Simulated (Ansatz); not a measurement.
# Mg3TlN (built on the sites of a database entry of Ca3TlN): from the cell to its phonons, part 2 of 2

Task: relax Mg3TlN (built on the sites of a database entry of Ca3TlN), then find its harmonic phonons.

Ansatz 0.2.0; DFT LDA, scalar-relativistic, plane waves, PAW.

So far, highest frequency on the path or at a solved wavevector (cm⁻¹): step 5 (response at finite wavevector) 457.

The structure was built from a prototype and need not be the compound's stable phase.

## (6) Another isotope, element Mg, natural mass 24.305 amu (continued)

The same force constants with the mass of Mg changed from 24.305 to 25.983 u (phonopy, no LO-TO term). Both lists are sorted by frequency; levels can cross, so a row need not hold one and the same mode. Modes under 3 cm⁻¹ are left out. Isotope shifts, by row, the first 40 of 57 rows:

| q | rank | natural mass (cm⁻¹) | changed mass (cm⁻¹) |
| --- | --- | --- | --- |
| 0 0 0 | 4 | 134.4 | 131.8 |
| 0 0 0 | 5 | 134.4 | 131.8 |
| 0 0 0 | 6 | 134.4 | 131.8 |
| 0 0 0 | 7 | 204.3 | 197.6 |
| 0 0 0 | 8 | 204.3 | 197.6 |
| 0 0 0 | 9 | 204.3 | 197.6 |
| 0 0 0 | 10 | 298.3 | 290 |
| 0 0 0 | 11 | 298.3 | 290 |
| 0 0 0 | 12 | 298.3 | 290 |
| 0 0 0 | 13 | 448.6 | 443.9 |
| 0 0 0 | 14 | 448.6 | 443.9 |
| 0 0 0 | 15 | 448.6 | 443.9 |
| 0 0 -0.5 | 1 | 68.87 | 68.82 |
| 0 0 -0.5 | 2 | 68.87 | 68.82 |
| 0 0 -0.5 | 3 | 82.65 | 82.65 |
| 0 0 -0.5 | 4 | 156.7 | 152.1 |
| 0 0 -0.5 | 5 | 156.7 | 152.1 |
| 0 0 -0.5 | 6 | 196.1 | 189.7 |
| 0 0 -0.5 | 7 | 201.4 | 194.8 |
| 0 0 -0.5 | 8 | 220.2 | 213.1 |
| 0 0 -0.5 | 9 | 220.2 | 213.1 |
| 0 0 -0.5 | 10 | 254.8 | 248.2 |
| 0 0 -0.5 | 11 | 254.8 | 248.2 |
| 0 0 -0.5 | 12 | 320.2 | 309.7 |
| 0 0 -0.5 | 13 | 389.5 | 389.4 |
| 0 0 -0.5 | 14 | 447.3 | 442.5 |
| 0 0 -0.5 | 15 | 447.3 | 442.5 |
| 0 -0.5 -0.5 | 1 | 67.03 | 66.96 |
| 0 -0.5 -0.5 | 2 | 67.03 | 66.96 |
| 0 -0.5 -0.5 | 3 | 77.7 | 77.7 |
| 0 -0.5 -0.5 | 4 | 130.3 | 126 |
| 0 -0.5 -0.5 | 5 | 203.7 | 197 |
| 0 -0.5 -0.5 | 6 | 203.7 | 197 |
| 0 -0.5 -0.5 | 7 | 213.7 | 207.1 |
| 0 -0.5 -0.5 | 8 | 213.7 | 207.1 |
| 0 -0.5 -0.5 | 9 | 232.6 | 227.1 |
| 0 -0.5 -0.5 | 10 | 258.5 | 250 |
| 0 -0.5 -0.5 | 11 | 262.1 | 253.5 |
| 0 -0.5 -0.5 | 12 | 358.2 | 346.5 |
| 0 -0.5 -0.5 | 13 | 388.4 | 388.2 |

A mode of this element alone would shift by -3.28 %. The highest zone-centre frequency without the field goes from 448.6 to 443.9 cm⁻¹ (-1.0 %). The product of the frequency ratios over all optical modes at Γ is 0.760; the product rule, (m/m′)^(3k/2) (M′/M)^(3/2) with k = 3 such atoms and M the mass of the cell, gives 0.760.

## (7) Another isotope, element N, natural mass 14.007 amu

The same for N, from 14.01 to 15.00 u.

The same force constants with the mass of N changed from 14.007 to 15.000 u (phonopy, no LO-TO term). Both lists are sorted by frequency; levels can cross, so a row need not hold one and the same mode. Modes under 3 cm⁻¹ are left out. Isotope shifts, by row, the first 40 of 57 rows:

| q | rank | natural mass (cm⁻¹) | changed mass (cm⁻¹) |
| --- | --- | --- | --- |
| 0 0 0 | 4 | 134.4 | 133.8 |
| 0 0 0 | 5 | 134.4 | 133.8 |
| 0 0 0 | 6 | 134.4 | 133.8 |
| 0 0 0 | 7 | 204.3 | 204.3 |
| 0 0 0 | 8 | 204.3 | 204.3 |
| 0 0 0 | 9 | 204.3 | 204.3 |
| 0 0 0 | 10 | 298.3 | 296.6 |
| 0 0 0 | 11 | 298.3 | 296.6 |
| 0 0 0 | 12 | 298.3 | 296.6 |
| 0 0 0 | 13 | 448.6 | 438.6 |
| 0 0 0 | 14 | 448.6 | 438.6 |
| 0 0 0 | 15 | 448.6 | 438.6 |
| 0 0 -0.5 | 1 | 68.87 | 68.87 |
| 0 0 -0.5 | 2 | 68.87 | 68.87 |
| 0 0 -0.5 | 3 | 82.65 | 82.65 |
| 0 0 -0.5 | 4 | 156.7 | 156.1 |
| 0 0 -0.5 | 5 | 156.7 | 156.1 |
| 0 0 -0.5 | 6 | 196.1 | 196.1 |
| 0 0 -0.5 | 7 | 201.4 | 201.4 |
| 0 0 -0.5 | 8 | 220.2 | 220.2 |
| 0 0 -0.5 | 9 | 220.2 | 220.2 |
| 0 0 -0.5 | 10 | 254.8 | 252.7 |
| 0 0 -0.5 | 11 | 254.8 | 252.7 |
| 0 0 -0.5 | 12 | 320.2 | 320.2 |
| 0 0 -0.5 | 13 | 389.5 | 376.4 |
| 0 0 -0.5 | 14 | 447.3 | 437.5 |
| 0 0 -0.5 | 15 | 447.3 | 437.5 |
| 0 -0.5 -0.5 | 1 | 67.03 | 67.02 |
| 0 -0.5 -0.5 | 2 | 67.03 | 67.02 |
| 0 -0.5 -0.5 | 3 | 77.7 | 77.7 |
| 0 -0.5 -0.5 | 4 | 130.3 | 130.3 |
| 0 -0.5 -0.5 | 5 | 203.7 | 203.7 |
| 0 -0.5 -0.5 | 6 | 203.7 | 203.7 |
| 0 -0.5 -0.5 | 7 | 213.7 | 213.6 |
| 0 -0.5 -0.5 | 8 | 213.7 | 213.6 |
| 0 -0.5 -0.5 | 9 | 232.6 | 230.2 |
| 0 -0.5 -0.5 | 10 | 258.5 | 258.5 |
| 0 -0.5 -0.5 | 11 | 262.1 | 262.1 |
| 0 -0.5 -0.5 | 12 | 358.2 | 358.2 |
| 0 -0.5 -0.5 | 13 | 388.4 | 375.7 |

A mode of this element alone would shift by -3.37 %. The highest zone-centre frequency without the field goes from 448.6 to 438.6 cm⁻¹ (-2.2 %). The product of the frequency ratios over all optical modes at Γ is 0.907; the product rule, (m/m′)^(3k/2) (M′/M)^(3/2) with k = 1 such atoms and M the mass of the cell, gives 0.907.

## (8) Another isotope, element Tl, natural mass 204.38 amu

The same for Tl, from 204.38 to 202.97 u.

The same force constants with the mass of Tl changed from 204.380 to 202.972 u (phonopy, no LO-TO term). Both lists are sorted by frequency; levels can cross, so a row need not hold one and the same mode. Modes under 3 cm⁻¹ are left out. Isotope shifts, by row, the first 40 of 57 rows:

| q | rank | natural mass (cm⁻¹) | changed mass (cm⁻¹) |
| --- | --- | --- | --- |
| 0 0 0 | 4 | 134.4 | 134.5 |
| 0 0 0 | 5 | 134.4 | 134.5 |
| 0 0 0 | 6 | 134.4 | 134.5 |
| 0 0 0 | 7 | 204.3 | 204.3 |
| 0 0 0 | 8 | 204.3 | 204.3 |
| 0 0 0 | 9 | 204.3 | 204.3 |
| 0 0 0 | 10 | 298.3 | 298.3 |
| 0 0 0 | 11 | 298.3 | 298.3 |
| 0 0 0 | 12 | 298.3 | 298.3 |
| 0 0 0 | 13 | 448.6 | 448.6 |
| 0 0 0 | 14 | 448.6 | 448.6 |
| 0 0 0 | 15 | 448.6 | 448.6 |
| 0 0 -0.5 | 1 | 68.87 | 69.1 |
| 0 0 -0.5 | 2 | 68.87 | 69.1 |
| 0 0 -0.5 | 3 | 82.65 | 82.94 |
| 0 0 -0.5 | 4 | 156.7 | 156.7 |
| 0 0 -0.5 | 5 | 156.7 | 156.7 |
| 0 0 -0.5 | 6 | 196.1 | 196.1 |
| 0 0 -0.5 | 7 | 201.4 | 201.4 |
| 0 0 -0.5 | 8 | 220.2 | 220.2 |
| 0 0 -0.5 | 9 | 220.2 | 220.2 |
| 0 0 -0.5 | 10 | 254.8 | 254.8 |
| 0 0 -0.5 | 11 | 254.8 | 254.8 |
| 0 0 -0.5 | 12 | 320.2 | 320.2 |
| 0 0 -0.5 | 13 | 389.5 | 389.5 |
| 0 0 -0.5 | 14 | 447.3 | 447.3 |
| 0 0 -0.5 | 15 | 447.3 | 447.3 |
| 0 -0.5 -0.5 | 1 | 67.03 | 67.26 |
| 0 -0.5 -0.5 | 2 | 67.03 | 67.26 |
| 0 -0.5 -0.5 | 3 | 77.7 | 77.96 |
| 0 -0.5 -0.5 | 4 | 130.3 | 130.3 |
| 0 -0.5 -0.5 | 5 | 203.7 | 203.7 |
| 0 -0.5 -0.5 | 6 | 203.7 | 203.7 |
| 0 -0.5 -0.5 | 7 | 213.7 | 213.8 |
| 0 -0.5 -0.5 | 8 | 213.7 | 213.8 |
| 0 -0.5 -0.5 | 9 | 232.6 | 232.6 |
| 0 -0.5 -0.5 | 10 | 258.5 | 258.5 |
| 0 -0.5 -0.5 | 11 | 262.1 | 262.1 |
| 0 -0.5 -0.5 | 12 | 358.2 | 358.2 |
| 0 -0.5 -0.5 | 13 | 388.4 | 388.4 |

A mode of this element alone would shift by +0.35 %. The highest zone-centre frequency without the field goes from 448.6 to 448.6 cm⁻¹ (+0.0 %). The product of the frequency ratios over all optical modes at Γ is 1.003; the product rule, (m/m′)^(3k/2) (M′/M)^(3/2) with k = 1 such atoms and M the mass of the cell, gives 1.003.

## (9) Results

```yaml
space_group_after_relaxation_within_0p01_a: Pm-3m
volume_per_atom: 15.9 Å³
electronic_character: no gap on this mesh
highest_optical_mode_at_the_zone_centre_no_lo_to_term: 449 cm⁻¹
lowest_optical_zone_centre_mode: 134 cm⁻¹
lowest_mode_on_the_q_mesh_acoustic_modes_at_gamma_apart: 67.0 cm⁻¹
highest_frequency_on_the_path_or_at_a_solved_wavevector: 457 cm⁻¹
zero_point_energy_per_atom: 43.4 meV
heat_capacity_at_300_k: 22.1 J/(mol atoms K)
vibrational_entropy_at_300_k: 28.0 J/(mol atoms K)
debye_temperature_second_moment: 488 K
imaginary_modes_on_the_2x2x2_q_mesh: none
```

**Reading.** The structure is a minimum as far as tested: no mode is imaginary at the 4 irreducible wavevectors of the 2×2×2 mesh, and the softest away from the acoustic zeros lies at 67 cm⁻¹. The optical modes at Γ span 134 to 449 cm⁻¹. The highest mode in this list at Γ, 448.6 cm⁻¹, has its largest share on N (67 % of the kinetic energy). On the path and the mesh, the widest gap between branches runs from 83 to 130 cm⁻¹. The q mesh stands for a supercell only 8.6 Å across, so branches between the solved wavevectors are rough. With no gap, or one that is small against the smearing, the frequencies hang on the k mesh and the smearing, most of all near Kohn anomalies. Spin-orbit coupling is left out, which can matter for the heavy elements here. A phonon run warned that its eigensolver left some bands unconverged in a pass. The starting cell was built on a prototype and not taken from a measurement, so the phase need not exist. These are harmonic frequencies at zero temperature: anharmonic shifts, linewidths and thermal expansion are left out.

[Logs are printed without paths, hosts, clocks, repeated set-up lines and the standing remarks that a program may print on its own settings, such as how far it seeks lower states.]

[Hosts, paths, dates, database ids (printed as entryN), source tags and the programs' standing remarks are cut or masked in the printed files.]
